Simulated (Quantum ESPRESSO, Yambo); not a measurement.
# BaAlGeH (P3m1): G0W0 with Yambo, start to end, part 3 of 3

Aim: the G0W0 gap of BaAlGeH (P3m1) on PBEsol with spin-orbit coupling, step by step.

Quantum ESPRESSO 7.5 and Yambo 5.3.0; PBEsol and many-body steps on it, plane waves. Known limits of the many-body steps: not at the basis limit; coarse k mesh.

So far. Step 3 (Bands along the symmetry lines): The gap is 0.703 eV, −0.054 eV from the run before at this level. Step 4 (Empty states on the mesh, 3×3×4 mesh, 242 bands): On this mesh the gap is 0.893 eV. The earlier step found 0.757 eV, so this mesh misses an edge.

### 6. Screening and self-energy, 3×3×4 mesh, 242 bands, screening to 122.5 eV

G0W0 replaces the xc potential by the self-energy, built once from these orbitals. Only a window of levels is corrected, while the sums run over the empty bands that the input names.

This step: G0W0 on PBEsol with spin-orbit coupling, plane waves, norm-conserving pseudopotentials.

Input file gw4.in:

```
HF_and_locXC
gw0
dyson
ppa
em1d
rim_cut
RandQpts= 1000000
RandGvec= 1 RL
EXXRLvcs= 116 Ry
VXCRLvcs= 464 Ry
Chimod= "HARTREE"
% BndsRnXp
 1 | 242 |
%
NGsBlkXp= 9 Ry
% LongDrXp
 1 | 1 | 1 |
%
% GbndRnge
 1 | 242 |
%
DysSolver= "n"
ExtendOut
PPAPntXp= 27.21138 eV
% QPkrange
 3 | 3 | 33 | 40 |
 10 | 10 | 33 | 40 |
 1 | 1 | 33 | 40 |
%
```

Run with:

```
$ OMP_NUM_THREADS=1 mpirun -n 4 yambo -F gw4.in -J gw4 -C gw4 > gw4.log
```

What it wrote:

```text
 Yambo, version 5.3.0

 [02] CORE Variables Setup
 =========================

  [... cell, symmetries and grids as in the set-up ...]

  [02.05] Energies & Occupations
  ==============================

  [X] === General ===
  [X] Electronic Temperature                        :  0.000000  0.000000 [eV K]
  [X] Bosonic    Temperature                        :  0.000000  0.000000 [eV K]
  [X] Finite Temperature mode                       : no
  [X] El. density                                   :  0.42216E+24 [cm-3]
  [X] Fermi Level                                   :  8.101790 [eV]

  [X] === Gaps and Widths ===
  [X] Conduction Band Min                           :  0.892765 [eV]
  [X] Valence Band Max                              :  0.000000 [eV]
  [X] Filled Bands                                  :   36
  [X] Empty Bands                                   :   37  242
  [X] Direct Gap                                    :  1.295579 [eV]
  [X] Direct Gap localized at k                     :  10
  [X] Indirect Gap                                  :  0.892765 [eV]
  [X] Indirect Gap between kpts                     :   3  10
  [X] Last valence band width                       :  0.947568 [eV]
  [X] 1st conduction band width                     :  2.220180 [eV]

 [03] Transferred momenta grid and indexing
 ==========================================

 IBZ Q-points                                      :  10
 BZ  Q-points                                      :   36

 K/Q-points units:
 rlu = crystal or reduced units; cc = cartesian coordinates; iku = interal k-units

 Q [ 1]         [rlu]:  0.000000  0.000000  0.000000
 Q [ 2]         [rlu]:  0.000000  0.000000  0.250000
 Q [ 3]         [rlu]:  0.000000  0.000000 -0.500000
 Q [ 4]         [rlu]: -0.50022E-17  0.33333       0.0000
 Q [ 5]         [rlu]: -0.50022E-17  0.33333      0.25000
 Q [ 6]         [rlu]: -0.50022E-17  0.33333     -0.50000
 Q [ 7]         [rlu]:  0.333333  0.333333  0.000000
 Q [ 8]         [rlu]:  0.333333  0.333333  0.250000
 Q [ 9]         [rlu]:  0.333333  0.333333 -0.500000
 Q [10]         [rlu]:  0.50022E-17 -0.33333      0.25000

 [04] Coloumb potential Random Integration (RIM)
 ===============================================

  [04.01] RIM initialization
  ==========================

  * Diagonal components only detected *

  8 x (sBL volume)        :  0.095788 [a.u.]
  sBZ random points       :  1000000
  Points outside the sBZ  :   7994252
  RL volume               :  0.431045 [a.u.]
  Integrated volume       :  0.431355 [a.u.]

  [04.02] RIM integrals
  =====================

  Gamma point sphere radius             :  0.082995 [a.u.]
  Points outside the sphere             :   799854
  [Int_sBZ(q=0) 1/q^2]*(Vol_sBZ)^(-1/3) =:  7.456237
                                 should be <:  7.795600

  Summary of Coulomb integrals for non-metallic bands |Q|[au] RIM/Bare

  Q [1] 0.100000E-4 0.956467 * Q [2] 0.159360 0.799776
  Q [4] 0.294547 1.126168 * Q [3] 0.318719 0.944839
  Q [5] 0.334894 1.062290 * Q [10] 0.334894 1.062718
  Q [6] 0.433982 1.009440 * Q [7] 0.510171 1.040563
  Q [8] 0.534481 1.031671 * Q [9] 0.601545 1.016757

 [05] Dipoles
 ============

  [05.01] Setup: observables and procedures
  =========================================

  [WARNING] [x,Vnl] slows the Dipoles computation. To neglect it rename the ns.kb_pp file

 [06] Dynamic Dielectric Matrix (PPA)
 ====================================

 [WR./gw4//ndb.pp]---------------------------------------------------------------
  Brillouin Zone Q/K grids (IBZ/BZ)                :   10   36   10   36
  RL vectors                                       :  14153 [WF]
  Coulomb cutoff potential                         : none
  Electronic Temperature                           :  0.000000 [K]
  Bosonic    Temperature                           :  0.000000 [K]
  PPA    diel. fun.  energies                      : Perdew, Burke & Ernzerhof SOL(X)+Perdew, Burke & Ernzerhof SOL(C)
  wavefunctions                                    : Perdew, Burke & Ernzerhof SOL(X)+Perdew, Burke & Ernzerhof SOL(C)
  Global Gauge                                     : length
  X matrix size                                    :  273
  X band range                                     :    1  242
  X e/h energy range                               : -1.000000 -1.000000 [eV]
  X Time ordering                                  : R
  X Hxc Kernel                                     : HARTREE
  X Drude frequency                                :  0.000000  0.000000
  X poles                                          :  100.0000 [o/o]
  RL vectors in the sum                            :  14153
  [r,Vnl] included                                 : yes
  Field direction                                  :  0.577350E-5  0.577350E-5  0.577350E-5
  BZ energy Double Grid                            : no
  BZ energy DbGd points                            : 0
  BZ Q point size factor                           : -1.000000
  X Optical Averaged directions                    : none

 [07] Local Exchange-Correlation + Non-Local Fock
 ================================================

 [VXC] Plane waves :   97027
 [EXS] Plane waves :  12111

 QP @ state[ 1 ] K range:  1  1
 QP @ state[ 1 ] b range:   33   40
 QP @ state[ 2 ] K range:  3  3
 QP @ state[ 2 ] b range:   33   40
 QP @ state[ 3 ] K range:  10  10
 QP @ state[ 3 ] b range:   33   40

 [xc] Functional : Perdew, Burke & Ernzerhof SOL(X)+Perdew, Burke & Ernzerhof SOL(C)
 [xc] LIBXC used to calculate xc functional
  PP Number of Atomic Species                      :   4
  NLCC RL compoments                               :   97027
  PP Number of Atomic Species                      :   4
  NLCC RL compoments                               :   97027

 [xc] E_xc :  -27.68181 [Ha]
      E_xc :  -55.36361 [Ry]

  Local XC kind (lXC) : Perdew, Burke & Ernzerhof SOL(X)+Perdew, Burke & Ernzerhof SOL(C)
  Non-Local XC kind (nlXC) : Hartree-Fock

  Corrections @ K [1] :  [eV]
 <33|nlXC|33> = -12.37324  0.51616E-17 <33|lXC|33> = -10.98012 -0.44254E-16
 <34|nlXC|34> = -12.37332 -0.19316E-16 <34|lXC|34> = -10.98012 -0.35403E-16
 <35|nlXC|35> = -12.29229  0.16330E-16 <35|lXC|35> = -10.94561 -0.56167E-17
 <36|nlXC|36> = -12.29230  0.47807E-17 <36|lXC|36> = -10.94561  0.13394E-16
 <37|nlXC|37> = -6.464491 -0.34455E-17 <37|lXC|37> = -10.28039  0.47204E-16
 <38|nlXC|38> = -6.464518  0.28855E-17 <38|lXC|38> = -10.28039 -0.94408E-16
 <39|nlXC|39> = -5.652513 -0.60689E-18 <39|lXC|39> = -10.10230  0.14751E-17
 <40|nlXC|40> = -5.652512  0.14218E-17 <40|lXC|40> = -10.10231  0.39644E-17

  Corrections @ K [3] :  [eV]
 <33|nlXC|33> = -12.78839  0.17325E-16 <33|lXC|33> = -11.44111  0.12355E-16
 <34|nlXC|34> = -12.78838  0.10238E-16 <34|lXC|34> = -11.44111  0.20266E-16
[...]
Corrections @ K [10] :  [eV]
[...]
<36|nlXC|36> = -11.34807 -0.15655E-17 <36|lXC|36> = -10.36534  0.000000
 <37|nlXC|37> = -5.594635  0.42117E-17 <37|lXC|37> = -9.247277  0.000000
 <38|nlXC|38> = -5.636807 -0.31105E-17 <38|lXC|38> = -9.271758  0.33928E-16
 <39|nlXC|39> = -5.455268 -0.16997E-17 <39|lXC|39> = -9.641968 -0.94408E-16
 <40|nlXC|40> = -5.437243 -0.18707E-17 <40|lXC|40> = -9.625316  0.47204E-16

  [07.01] Hartree-Fock occupations report
  =======================================

  [Hartree-Fock] === General ===
  [Hartree-Fock] Electronic Temperature             :  0.000000  0.000000 [eV K]
  [Hartree-Fock] Bosonic    Temperature             :  0.000000  0.000000 [eV K]
  [Hartree-Fock] Finite Temperature mode            : no
  [Hartree-Fock] El. density                        :  0.42216E+24 [cm-3]
  [Hartree-Fock] Fermi Level                        :  8.101790 [eV]

  [Hartree-Fock] === Gaps and Widths ===
  [Hartree-Fock] Conduction Band Min                :  1.158927 [eV]
  [Hartree-Fock] Valence Band Max                   : -0.236816 [eV]
  [Hartree-Fock] Filled Bands                       :   36
  [Hartree-Fock] Empty Bands                        :   37  242
  [Hartree-Fock] Direct Gap                         :  1.507747 [eV]
  [Hartree-Fock] Direct Gap localized at k          :  2
  [Hartree-Fock] Indirect Gap                       :  1.395743 [eV]
  [Hartree-Fock] Indirect Gap between kpts          :   2   4
  [Hartree-Fock] Last valence band width            :  1.521379 [eV]
  [Hartree-Fock] 1st conduction band width          :  4.069237 [eV]

 [08] Dyson equation: Newton solver
 ==================================

  [08.01] G0W0 (W PPA)
  ====================

  [  GW  ] Bands range     :    1  242
  [GW/PPA] G damping       :  0.100000 [eV]

  QP @ state[ 1 ] K range:  1  1
  QP @ state[ 1 ] b range:   33   40
  QP @ state[ 2 ] K range:  3  3
  QP @ state[ 2 ] b range:   33   40
  QP @ state[ 3 ] K range:  10  10
  QP @ state[ 3 ] b range:   33   40

   Sc/G bands                                       :    1  242
   Sc/G damping                                     :  0.100000 ev
   Sc bands terminator                              : no
   Sx RL components                                 :  12111

   QP @ state[ 1 ] K range                          :  1  1
   QP @ state[ 1 ] b range                          :   33   40
   QP @ state[ 2 ] K range                          :  3  3
   QP @ state[ 2 ] b range                          :   33   40
   QP @ state[ 3 ] K range                          :  10  10
   QP @ state[ 3 ] b range                          :   33   40
   GF energies kind                                 : Perdew, Burke & Ernzerhof SOL(X)+Perdew, Burke & Ernzerhof SOL(C)
   GF WF`s kind                                     : Perdew, Burke & Ernzerhof SOL(X)+Perdew, Burke & Ernzerhof SOL(C)
   Xs energies kind                                 : Perdew, Burke & Ernzerhof SOL(X)+Perdew, Burke & Ernzerhof SOL(C)
   Xs WF`s kind                                     : Perdew, Burke & Ernzerhof SOL(X)+Perdew, Burke & Ernzerhof SOL(C)

 [11] Game Over & Game summary
```

It took 15 min on 4 MPI ranks of Arm Neoverse V1, shared host; peak memory 8.2 GiB; 62 min of CPU time.

This step gave:

* G0W0 gap on the points computed: 1.271 eV
* starting gap on the mesh: 0.8928 eV
* k of the valence top: 0, 0, -0.5
* k of the conduction bottom: 0, -0.3333, 0.25
* least direct G0W0 gap on the computed points: 1.633 eV
* Z at the valence top: 0.7803
* Z at the conduction bottom: 0.7912

The gap on the mesh goes from 0.89 eV to 1.27 eV, a correction of +0.38 eV. The start differs from the 0.76 eV found before because the two sample other k points.

Limits: finite bands, cutoff and mesh; coarse k mesh. v1 is the top filled band, c1 the lowest empty one. Levels before and after the correction, in eV, zero at the valence-band top of each column:

|  | conduction bottom | valence top |
| --- | --- | --- |
| Kohn-Sham | 0.89 | 0.00 |
| G0W0 | 1.27 | 0.00 |

|  | level | energy (eV) |
| --- | --- | --- |
| Kohn-Sham | (0 0 -0.5) v3 | -0.016 |
| Kohn-Sham | (0 0 -0.5) v2-v1 | 0.000 |
| Kohn-Sham | (0 0 -0.5) c1-c2 | 1.320 |
| Kohn-Sham | (0 0 -0.5) c3 | 1.902 |
| Kohn-Sham | (0 -0.333 0.25) v3 | -1.165 |
| Kohn-Sham | (0 -0.333 0.25) v2 | -0.438 |
| Kohn-Sham | (0 -0.333 0.25) v1 | -0.403 |
| Kohn-Sham | (0 -0.333 0.25) c1 | 0.893 |
| Kohn-Sham | (0 -0.333 0.25) c2 | 0.917 |
| Kohn-Sham | (0 -0.333 0.25) c3 | 2.432 |
| G0W0 | (0 0 -0.5) v3 | -0.057 |
| G0W0 | (0 0 -0.5) v2-v1 | 0.000 |
| G0W0 | (0 0 -0.5) c1-c2 | 1.798 |
| G0W0 | (0 0 -0.5) c3 | 2.373 |
| G0W0 | (0 -0.333 0.25) v3 | -1.255 |
| G0W0 | (0 -0.333 0.25) v2 | -0.405 |
| G0W0 | (0 -0.333 0.25) v1 | -0.362 |
| G0W0 | (0 -0.333 0.25) c1 | 1.271 |
| G0W0 | (0 -0.333 0.25) c2 | 1.290 |
| G0W0 | (0 -0.333 0.25) c3 | 2.898 |

### 7. Where the time went

Times are wall times on the hardware named with each run, good to a factor of about two.

| step | time | share | memory (GiB) |
| --- | --- | --- | --- |
| ground state | 2.5 min | 10 % | 1.5 |
| bands along the symmetry lines | 2.2 min | 9 % | 0.86 |
| empty states on the mesh | 3.5 min | 15 % | 2.3 |
| conversion and set-up | 7.1 s | 1 % | 0.25 |
| screening and self-energy | 15 min | 65 % | 8.2 |

### 8. Results

```json
{
  "PBEsol gap": "0.70 eV, indirect",
  "G0W0 gap on the mesh": "1.27 eV",
  "G0W0 gap over the zone (rigid shift)": "1.08 eV",
  "GW settings": "3×3×4 mesh, 242 bands, screening to 122.5 eV, Godby-Needs plasmon pole",
  "known limits": "not at the basis limit; coarse k mesh"
}
```

What this shows: G0W0 moves the gap on the mesh from 0.89 eV to 1.27 eV (+0.38 eV), with Z of 0.78 and 0.79 at the edges. The mesh misses the band edges by 0.19 eV in all; a rigid shift gives 1.08 eV for the zone. Only 3 of the mesh's irreducible points were corrected, so a valley elsewhere could overtake. The dearest step here is «screening and self-energy». Bands and cutoff are finite, so the gap is not at the basis limit. The miss can reach some tenths of an eV and take either sign; the mesh is an error of its own. In the G0W0 run levels were corrected at 3 k points alone, so a gap called «on the mesh» is the least over those, and an edge elsewhere would be missed. A denser mesh or path gives a starting gap of 0.70 eV: the GW mesh misses a band edge, so its gaps are not the fundamental one. The 3×3×4 mesh is coarse for this cell, which bears on the long-range parts of exchange and screening.

[Paths, hosts, dates, memory and timing lines, banners, echoed tables and standing remarks are left out of the program output.]

[Logs are printed without paths, hosts, clocks, repeated set-up lines and the standing remarks that a program may print on its own settings, such as how far it seeks lower states.]

[Runs of the session that timed out or met a known fault of the program may be left out.]

[Hosts, paths, dates, database ids (printed as entryN), source tags and the programs' standing remarks are cut or masked in the printed files.]
